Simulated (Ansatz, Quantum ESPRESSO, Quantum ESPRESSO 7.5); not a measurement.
# Conductance against width: vacuum gaps between two Al(111) faces

Wanted: T at the Fermi level along a series, and its decay constant, for vacuum gaps between two Al(111) faces.

Program: Quantum ESPRESSO 7.5. Level of theory: plane-wave DFT, PBE, GBRV ultrasoft pseudopotentials (cross-check by Ansatz 0.2.0 with PAW datasets). Values are calculated unless marked as measured.

## (1) Starting point

The cell holds 18 atoms: 18 Al. Its edges and angles: a = 2.857 Å, b = 2.857 Å, c = 44.652 Å, α = 90.0°, β = 90.0°, γ = 60.0°. It derives from Al. Regions: left lead, 9 atoms (9 Al); right lead, 9 atoms (9 Al). The structure is stacked, and the current runs, along c.

## (2) Self-consistent run, 5 Å

One periodic cell holds a lead period, the junction and more lead; the atoms stay as built.

Contents of j0.scf.in:

```
&control
  prefix = 'j0.scf'
  outdir = './out'
  pseudo_dir = './pseudo'
  calculation = 'scf'
  tprnfor = .true.
/
&system
  ibrav = 0
  nat = 18
  ntyp = 1
  ecutwfc = 40
  ecutrho = 200
  occupations = 'smearing'
  smearing = 'mv'
  degauss = 0.01
/
&electrons
  conv_thr = 1e-07
  mixing_beta = 0.25
  electron_maxstep = 120
  mixing_mode = 'local-TF'
/
ATOMIC_SPECIES
  Al  26.9815  al_pbe_v1.uspp.F.UPF
CELL_PARAMETERS angstrom
  2.85671139599365 0.00000000000000 0.00000000000000
  1.42835569799683 2.47398464021101 0.00000000000000
  0.00000000000000 0.00000000000000 44.65241648794350
ATOMIC_POSITIONS crystal
  Al  0.000000000000 0.000000000000 0.000000000000
  Al  0.333333333000 0.333333333000 0.052236704550
  Al  0.666666667000 0.666666667000 0.104473409100
  Al  0.000000000000 0.000000000000 0.156710113650
  Al  0.333333333000 0.333333333000 0.208946818200
  Al  0.666666667000 0.666666667000 0.261183522750
  Al  0.000000000000 0.000000000000 0.313420227300
  Al  0.333333333000 0.333333333000 0.365656931850
  Al  0.666666667000 0.666666667000 0.417893636400
  Al  0.000000000000 0.000000000000 0.529869659050
  Al  0.333333333000 0.333333333000 0.582106363600
  Al  0.666666667000 0.666666667000 0.634343068150
  Al  0.000000000000 0.000000000000 0.686579772700
  Al  0.333333333000 0.333333333000 0.738816477250
  Al  0.666666667000 0.666666667000 0.791053181800
  Al  0.000000000000 0.000000000000 0.843289886350
  Al  0.333333333000 0.333333333000 0.895526590900
  Al  0.666666667000 0.666666667000 0.947763295450
K_POINTS automatic
  10 10 1 0 0 0
```

The run is started by

```bash
> OMP_NUM_THREADS=1 mpirun -n 4 pw.x -nk 4 -in j0.scf.in > j0.scf.out
```

Output:

```text
Program PWSCF v.7.5 starts

     Parallel version (MPI & OpenMP), running on       4 processor cores
     Number of MPI processes:                 4
     Threads/MPI process:                     1

     MPI processes distributed on     1 nodes

     Current dimensions of program PWSCF are:
     Max number of different atomic species (ntypx) = 10
     Max number of k-points (npk) =  40000
     Max angular momentum in pseudopotentials (lmaxx) =  4
     Message from routine setup:
     using ibrav=0 with symmetry is DISCOURAGED, use correct ibrav instead

     K-points division:     npool     =       4
     Subspace diagonalization in iterative solution of the eigenvalue problem:
     a serial algorithm will be used

     G-vector sticks info
     --------------------
     sticks:   dense  smooth     PW     G-vecs:    dense   smooth      PW
     Sum         397     313    109               101323    72567   13237

     Using Slab Decomposition

     bravais-lattice index     =            0
     lattice parameter (alat)  =       5.3984  a.u.
     unit-cell volume          =    2129.6338 (a.u.)^3
     number of atoms/cell      =           18
     number of atomic types    =            1
     number of electrons       =        54.00
     number of Kohn-Sham states=           32
     kinetic-energy cutoff     =      40.0000  Ry
     charge density cutoff     =     200.0000  Ry
     scf convergence threshold =      1.0E-07
     mixing beta               =       0.2500
     number of iterations used =            8  local-TF  mixing
     Exchange-correlation= SLA  PW   PBE  PBE
                           (   1   4   3   4   0   0   0)

     celldm(1)=   5.398402  celldm(2)=   0.000000  celldm(3)=   0.000000
     celldm(4)=   0.000000  celldm(5)=   0.000000  celldm(6)=   0.000000

     crystal axes: (cart. coord. in units of alat)
               a(1) = (   1.000000   0.000000   0.000000 )
               a(2) = (   0.500000   0.866025   0.000000 )
               a(3) = (   0.000000   0.000000  15.630706 )

     reciprocal axes: (cart. coord. in units 2 pi/alat)
               b(1) = (  1.000000 -0.577350  0.000000 )
               b(2) = (  0.000000  1.154701  0.000000 )
               b(3) = (  0.000000  0.000000  0.063977 )

     PseudoPot. # 1 for Al read from file:
     ./pseudo/al_pbe_v1.uspp.F.UPF
     Pseudo is Ultrasoft + core correction, Zval =  3.0
     Generated by new atomic code, or converted to UPF format
     Using radial grid of  893 points,  3 beta functions with:
                l(1) =   0
                l(2) =   1
                l(3) =   2
     Q(r) pseudized with  8 coefficients,  rinner =    0.900   0.900   0.900
                                                       0.900   0.900

     atomic species   valence    mass     pseudopotential
     Al                3.00    26.98150     Al( 1.00)

      6 Sym. Ops. (no inversion) found

   Cartesian axes

     site n.     atom                  positions (alat units)
         1        Al     tau(   1) = (   0.0000000   0.0000000   0.0000000  )
         2        Al     tau(   2) = (   0.5000000   0.2886751   0.8164966  )
         3        Al     tau(   3) = (   1.0000000   0.5773503   1.6329932  )
         4        Al     tau(   4) = (   0.0000000   0.0000000   2.4494897  )
         5        Al     tau(   5) = (   0.5000000   0.2886751   3.2659863  )
         6        Al     tau(   6) = (   1.0000000   0.5773503   4.0824829  )
         7        Al     tau(   7) = (   0.0000000   0.0000000   4.8989795  )
         8        Al     tau(   8) = (   0.5000000   0.2886751   5.7154761  )
         9        Al     tau(   9) = (   1.0000000   0.5773503   6.5319726  )
        10        Al     tau(  10) = (   0.0000000   0.0000000   8.2822370  )
        11        Al     tau(  11) = (   0.5000000   0.2886751   9.0987335  )
        12        Al     tau(  12) = (   1.0000000   0.5773503   9.9152301  )
        13        Al     tau(  13) = (   0.0000000   0.0000000  10.7317267  )
        14        Al     tau(  14) = (   0.5000000   0.2886751  11.5482233  )
        15        Al     tau(  15) = (   1.0000000   0.5773503  12.3647199  )
        16        Al     tau(  16) = (   0.0000000   0.0000000  13.1812164  )
        17        Al     tau(  17) = (   0.5000000   0.2886751  13.9977130  )
        18        Al     tau(  18) = (   1.0000000   0.5773503  14.8142096  )

     number of k points=    14  Marzari-Vanderbilt smearing, width (Ry)=  0.0100
                       cart. coord. in units 2pi/alat
        k(    1) = (   0.0000000   0.0000000   0.0000000), wk =   0.0200000
        k(    2) = (   0.0000000   0.1154701   0.0000000), wk =   0.1200000
        k(    3) = (   0.0000000   0.2309401   0.0000000), wk =   0.1200000
        k(    4) = (   0.0000000   0.3464102   0.0000000), wk =   0.1200000
        k(    5) = (   0.0000000   0.4618802   0.0000000), wk =   0.1200000
        k(    6) = (   0.0000000  -0.5773503   0.0000000), wk =   0.0600000
        k(    7) = (   0.1000000   0.1732051   0.0000000), wk =   0.1200000
        k(    8) = (   0.1000000   0.2886751   0.0000000), wk =   0.2400000
        k(    9) = (   0.1000000   0.4041452   0.0000000), wk =   0.2400000
        k(   10) = (   0.1000000  -0.6350853   0.0000000), wk =   0.2400000
[...]
k(   14) = (   0.3000000  -0.6350853   0.0000000), wk =   0.1200000

     Dense  grid:   101323 G-vectors     FFT dimensions: (  25,  25, 384)

     Smooth grid:    72567 G-vectors     FFT dimensions: (  24,  24, 360)

     Estimated max dynamical RAM per process >     147.50 MB

     Estimated total dynamical RAM >     515.78 MB

     Initial potential from superposition of free atoms

     starting charge      53.9556, renormalised to      54.0000
     Starting wfcs are   72 randomized atomic wfcs

     total cpu time spent up to now is        2.5 secs

     per-process dynamical memory:   110.1 Mb

     Self-consistent Calculation

     iteration #  1     ecut=    40.00 Ry     beta= 0.25
     Davidson diagonalization with overlap
     ethr =  1.00E-02,  avg # of iterations =  2.9

     total cpu time spent up to now is        6.4 secs

     total energy              =    -120.67802474 Ry
     estimated scf accuracy    <       1.56804336 Ry

     iteration #  2     ecut=    40.00 Ry     beta= 0.25

     total energy              =    -120.59847199 Ry
     estimated scf accuracy    <       1.22243924 Ry

     iteration #  3     ecut=    40.00 Ry     beta= 0.25

     total energy              =    -120.63914206 Ry
     estimated scf accuracy    <       0.05958405 Ry

     iteration #  4     ecut=    40.00 Ry     beta= 0.25

     total energy              =    -120.65752805 Ry
     estimated scf accuracy    <       0.23290571 Ry

     iteration #  5     ecut=    40.00 Ry     beta= 0.25

     total energy              =    -120.65757408 Ry
     estimated scf accuracy    <       0.10496006 Ry

     iteration #  6     ecut=    40.00 Ry     beta= 0.25

     total energy              =    -120.65581355 Ry
     estimated scf accuracy    <       0.07489422 Ry

     iteration #  7     ecut=    40.00 Ry     beta= 0.25

     total energy              =    -120.65709442 Ry
     estimated scf accuracy    <       0.00179079 Ry

     iteration #  8     ecut=    40.00 Ry     beta= 0.25
     c_bands:  1 eigenvalues not converged

     total energy              =    -120.65813867 Ry
     estimated scf accuracy    <       0.08851265 Ry

     iteration #  9     ecut=    40.00 Ry     beta= 0.25

     total energy              =    -120.65789076 Ry
     estimated scf accuracy    <       0.08405507 Ry

     iteration # 10     ecut=    40.00 Ry     beta= 0.25

     total energy              =    -120.65735882 Ry
     estimated scf accuracy    <       0.05525848 Ry

     iteration # 11     ecut=    40.00 Ry     beta= 0.25

     total energy              =    -120.65764252 Ry
     estimated scf accuracy    <       0.00134532 Ry

     iteration # 12     ecut=    40.00 Ry     beta= 0.25

     total energy              =    -120.65761896 Ry
     estimated scf accuracy    <       0.00142695 Ry

     iteration # 13     ecut=    40.00 Ry     beta= 0.25

     total energy              =    -120.65764025 Ry
     estimated scf accuracy    <       0.00009052 Ry

     iteration # 14     ecut=    40.00 Ry     beta= 0.25

     total energy              =    -120.65772079 Ry
     estimated scf accuracy    <       0.01095979 Ry

[...]
iteration # 24     ecut=    40.00 Ry     beta= 0.25

     total energy              =    -120.65764787 Ry
     estimated scf accuracy    <       0.00000174 Ry

     iteration # 25     ecut=    40.00 Ry     beta= 0.25

     total energy              =    -120.65764793 Ry
     estimated scf accuracy    <       0.00000088 Ry

     iteration # 26     ecut=    40.00 Ry     beta= 0.25

     total energy              =    -120.65764798 Ry
     estimated scf accuracy    <       0.00000191 Ry

     iteration # 27     ecut=    40.00 Ry     beta= 0.25

     total energy              =    -120.65764794 Ry
     estimated scf accuracy    <       0.00000254 Ry

     iteration # 28     ecut=    40.00 Ry     beta= 0.25

     total energy              =    -120.65764797 Ry
     estimated scf accuracy    <       0.00000055 Ry

     iteration # 29     ecut=    40.00 Ry     beta= 0.25

     total energy              =    -120.65764794 Ry
     estimated scf accuracy    <       0.00000085 Ry

     iteration # 30     ecut=    40.00 Ry     beta= 0.25

     total energy              =    -120.65764796 Ry
     estimated scf accuracy    <       0.00000023 Ry

     iteration # 31     ecut=    40.00 Ry     beta= 0.25

     End of self-consistent calculation

          k = 0.0000 0.0000 0.0000 (  9277 PWs)   bands (ev):

    -3.9393  -3.8772  -3.7745  -3.6318  -3.4556  -3.2311  -2.9701  -2.6738
    -2.3428  -1.9625  -1.5614  -1.0996  -0.6241  -0.0792   0.4527   1.0771
     1.6712   2.4323   2.8938   3.7634   4.4182   5.3260   5.9561   6.9983
     7.5574   8.7798   9.2077  10.6600  10.9284  12.6284  12.7596  14.7140

          k = 0.0000 0.1155 0.0000 (  9247 PWs)   bands (ev):

    -3.6975  -3.6354  -3.5328  -3.3904  -3.2144  -2.9903  -2.7296  -2.4337
    -2.1032  -1.7234  -1.3229  -0.8618  -0.3870   0.1570   0.6882   1.3115
     1.9048   2.6663   3.1219   3.9917   4.6457   5.5505   6.1798   7.2169
     7.7759   8.9893   9.4179  10.8528  11.1242  12.7801  12.9269  14.6029

          k = 0.0000 0.2309 0.0000 (  9145 PWs)   bands (ev):

    -2.9740  -2.9122  -2.8100  -2.6682  -2.4929  -2.2698  -2.0102  -1.7156
    -1.3866  -1.0085  -0.6098  -0.1509   0.3217   0.8629   1.3915   2.0111
     2.6017   3.3624   3.8038   4.6705   5.3204   6.2120   6.8356   7.8448
     8.3960   9.5111   9.9502  10.7221  11.1469  11.2067  11.2702  11.3928

          k = 0.0000 0.3464 0.0000 (  9110 PWs)   bands (ev):

    -1.7752  -1.7139  -1.6124  -1.4717  -1.2977  -1.0763  -0.8186  -0.5264
    -0.2000   0.1748   0.5702   1.0246   1.4930   2.0281   2.5511   3.1617
     3.7439   4.4887   4.9218   5.7448   6.3507   7.0092   7.3361   7.4913
     7.6614   7.8693   8.1376   8.3001   8.4618   8.5338   8.8037   9.0582

          k = 0.0000 0.4619 0.0000 (  9022 PWs)   bands (ev):

    -0.1123  -0.0517   0.0486   0.1877   0.3594   0.5781   0.8324   1.1203
     1.4420   1.8103   2.1984   2.6422   3.0974   3.6092   4.0945   4.5404
     4.5703   4.6058   4.7350   4.7748   4.9174   5.0041   5.2418   5.5469
     5.8988   6.2444   6.4408   6.5679   6.6955   6.9274   7.3390   7.5357

          k = 0.0000-0.5774 0.0000 (  8992 PWs)   bands (ev):

     1.9952   1.9954   2.0535   2.0551   2.1506   2.1526   2.2843   2.2868
     2.4471   2.4493   2.6217   2.7140   2.9082   2.9584   3.1849   3.2204
     3.4873   3.5228   3.8264   3.8507   4.1434   4.1688   4.5027   4.8673
     5.2414   5.5916   5.8658   5.9449   6.3459   6.4039   6.9293   6.9559

[...]
the Fermi energy is     7.3997 ev

!    total energy              =    -120.65764792 Ry
     estimated scf accuracy    <       0.00000007 Ry
     smearing contrib. (-TS)   =      -0.00097321 Ry
     internal energy E=F+TS    =    -120.65667471 Ry

     The total energy is F=E-TS. E is the sum of the following terms:
     one-electron contribution =     -20.20442954 Ry
     hartree contribution      =      35.72498386 Ry
     xc contribution           =     -77.12033824 Ry
     ewald contribution        =     -59.05689079 Ry

     convergence has been achieved in  31 iterations

     Forces acting on atoms (cartesian axes, Ry/au):

     atom    1 type  1   force =     0.00000000    0.00000000    0.00154729
     atom    2 type  1   force =     0.00000000    0.00000000    0.00148478
     atom    3 type  1   force =     0.00000000    0.00000000   -0.00031103
     atom    4 type  1   force =     0.00000000    0.00000000   -0.00178204
     atom    5 type  1   force =     0.00000000    0.00000000    0.00082798
     atom    6 type  1   force =     0.00000000    0.00000000    0.00070627
     atom    7 type  1   force =     0.00000000    0.00000000   -0.00071733
     atom    8 type  1   force =     0.00000000    0.00000000   -0.00035748
     atom    9 type  1   force =     0.00000000    0.00000000    0.00576344
     atom   10 type  1   force =     0.00000000    0.00000000   -0.00577080
     atom   11 type  1   force =     0.00000000    0.00000000    0.00034805
     atom   12 type  1   force =     0.00000000    0.00000000    0.00070940
     atom   13 type  1   force =     0.00000000    0.00000000   -0.00071155
     atom   14 type  1   force =     0.00000000    0.00000000   -0.00083055
     atom   15 type  1   force =     0.00000000    0.00000000    0.00178763
     atom   16 type  1   force =     0.00000000    0.00000000    0.00031789
     atom   17 type  1   force =     0.00000000    0.00000000   -0.00147261
     atom   18 type  1   force =     0.00000000    0.00000000   -0.00153935

     Total force =     0.009267     Total SCF correction =     0.000450

=------------------------------------------------------------------------------=
   JOB DONE.
=------------------------------------------------------------------------------=
```

Run time: 97 s. Hardware: 4 MPI ranks of Arm Neoverse V1, shared host; peak memory 0.62 GiB; 6.5 min of CPU time.

This step gave:

```
free energy  : -1641.6309 eV
Fermi energy : 7.400 eV
```

The run needed 31 iterations to bring the estimated error under 1e-07 Ry; the largest force on any atom, held or free, is 0.15 eV/Å.

(Part 1 of 5 ends here.)

[Long decimals in the printed logs are rounded to 6 places.]

[Repeated lines of the later SCF iterations (solver, time, negative density, dipole) and banner, clock, host and MPI lines are left out of these logs without a mark at each place.]

[Logs are printed without paths, hosts, clocks, repeated set-up lines and the standing remarks that a program may print on its own settings, such as how far it seeks lower states.]

[Hosts, paths, dates, database ids (printed as entryN), source tags and the programs' standing remarks are cut or masked in the printed files.]

[Maps of the electrostatic potential energy from Ansatz leave out the sawtooth potential of an applied field or a dipole correction, so their vacuum need not be flat; planar profiles and work functions include it.]
